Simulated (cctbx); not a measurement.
## From intensities to atoms

Cell a = 7.2810 Å, b = 7.2810 Å, c = 5.8570 Å, α = 90.00°, β = 90.00°, γ = 90.00°; space group P4/mcc (no. 124); content Bi8 Cu2 Si2.

The data are simulated with cctbx, not measured: Mo Kα, λ = 0.71073 Å, to d = 0.6 Å, 50 % of the full sphere, strongest reflection 70000 counts, noise from counting, a 4 % proportional error and a noise floor of 2 counts (s.d.); no absorption, and some extinction, which the refinements don't model.

Charge flipping in P1 on normalised amplitudes to 0.8 Å, δ = 0.9 σ, 20 % of the reflections treated as weak, 100 cycles:

```text
cycle      R  skewness
    0  0.677     0.25
    8  0.473     1.40
   16  0.492     1.57
   24  0.480     1.80
   32  0.473     1.97
   40  0.487     2.09
   48  0.469     2.25
   56  0.503     2.42
   64  0.498     2.74
   72  0.496     4.28
   80  0.492     4.92
   88  0.500     4.83
   96  0.509     5.14
origin shift          correlation  skewness
 0.090  0.371  0.053      0.869      6.61
 0.129  0.066  0.375      0.795      0.80
 0.336  0.435  0.379      0.756      0.70
 0.074  0.967 -0.014      0.768      1.75
taken: symmetry correlation 0.869, skewness 6.61
peak      x       y       z  mult  height/sigma
Q1    0.1566  0.3436  0.0000    8     15.5
Q2    0.5000  0.5000  0.2500    2      2.5
Q3    0.0000  0.0000  0.2500    2      2.3
Q4    0.9974  0.4157  0.0000    8      2.1
Q5    0.0258  0.2406  0.0000    8      1.7
Q6    0.3254  0.4195  0.5000    8      1.6
Q7    0.0283  0.0939  0.0000    8      1.5
Q8    0.0857  0.1809  0.5000    8      1.4
```

The origin is taken among those within 0.04 of the best correlation, by the skewness of the map.

Run time: 0.37 s on 1 thread of Arm Neoverse V2, on a shared host, peak memory 0.07 GiB.

Q: Assign the peaks.

Heights go roughly as Z and multiplicities must add up to the content. First model: Q1 = Bi1 (8 in the cell, height 15.5), Q2 = Cu1 (2 in the cell, height 2.5) and Q3 = Si1 (2 in the cell, height 2.3). Against the true structure, Q1 is Bi, Q2 is Cu and Q3 is Si; the other peaks are not atoms.

Least squares on F², isotropic:

```text
Rint 0.031, 405 unique reflections to 0.60 A
cycle     R1     wR2    GooF  max shift (A)
   1  0.3402  0.7131  27.427   0.04597
   2  0.0339  0.1588   6.108   0.00005
final R1 0.0338 wR2 0.1588 GooF 6.108  parameters 5  data/parameter 81.0
atom        x        y        z      Ueq    occ   su(xyz)  su(Uiso or U11)
Bi1    0.16175  0.33994  0.00000   0.0053  1.000  0.00005  0.0003
Cu1    0.50000  0.50000  0.25000   0.0096  1.000  0.00000  0.0006
Si1    0.00000  0.00000  0.25000   0.0081  1.000  0.00000  0.0011
difference map: max 9.30 min -11.03 rms 0.84
Q1    0.2157  0.3336  0.0000    8    9.66  0.40 A from Bi1
Q2    0.1032  0.3492  0.0000    8    6.32  0.43 A from Bi1
Q3    0.5000  0.5000  0.2500    2    5.35  0.00 A from Cu1
Q4    0.0000  0.0000  0.0000    2    2.77  1.46 A from Si1
Q5    0.9978  0.3040  0.0000    8    2.12  1.22 A from Bi1
```

Anisotropic refinement:

```text
Rint 0.031, 405 unique reflections to 0.60 A
cycle     R1     wR2    GooF  max shift (A)
   1  0.0339  0.1588   6.146   0.00168
   2  0.0134  0.0305   1.179   0.00000
final R1 0.0134 wR2 0.0305 GooF 1.179  parameters 10  data/parameter 40.5
atom        x        y        z      Ueq    occ   su(xyz)  su(Uiso or U11)
Bi1    0.16191  0.34011  0.00000   0.0050  1.000  0.00001  0.0001
Cu1    0.50000  0.50000  0.25000   0.0082  1.000  0.00000  0.0001
Si1    0.00000  0.00000  0.25000   0.0117  1.000  0.00000  0.0004
difference map: max 1.49 min -4.76 rms 0.43
Q1    0.0000  0.0000  0.0000    2    1.49  1.46 A from Si1
Q2    0.1914  0.5097  0.0000    8    1.19  1.25 A from Bi1
Q3    0.1359  0.3723  0.5000    8    1.17  2.10 A from Bi1
Q4    0.1592  0.3011  0.3471   16    0.97  1.89 A from Bi1
Q5    0.1016  0.1774  0.2827   16    0.96  1.50 A from Si1
Q6    0.5000  0.5000  0.0000    2    0.91  1.46 A from Cu1
```

**Reading.** The refinement ends at R1 = 0.0134, wR2 = 0.0305, GooF = 1.18, with difference density between -4.76 and 1.49 e/Å³. Every site matches the true model in element, within 0.001 Å r.m.s., up to an allowed shift of origin.

True model:

| atom | mult. | x | y | z | Ueq (Å²) |
| --- | --- | --- | --- | --- | --- |
| Bi1 | 8 | 0.8401 | 0.3381 | 0 | 0.0053 |
| Cu1 | 2 | 0 | 0 | 3/4 | 0.0085 |
| Si1 | 2 | 1/2 | 1/2 | 3/4 | 0.0112 |

The model was made for the exercise: a known structure type with other elements put in, its volume estimated, not relaxed; displacement parameters are assumed.

[Middle refinement cycles are left out of these outputs.]

[Logs are printed without paths, hosts, clocks, repeated set-up lines and the standing remarks that a program may print on its own settings, such as how far it seeks lower states.]
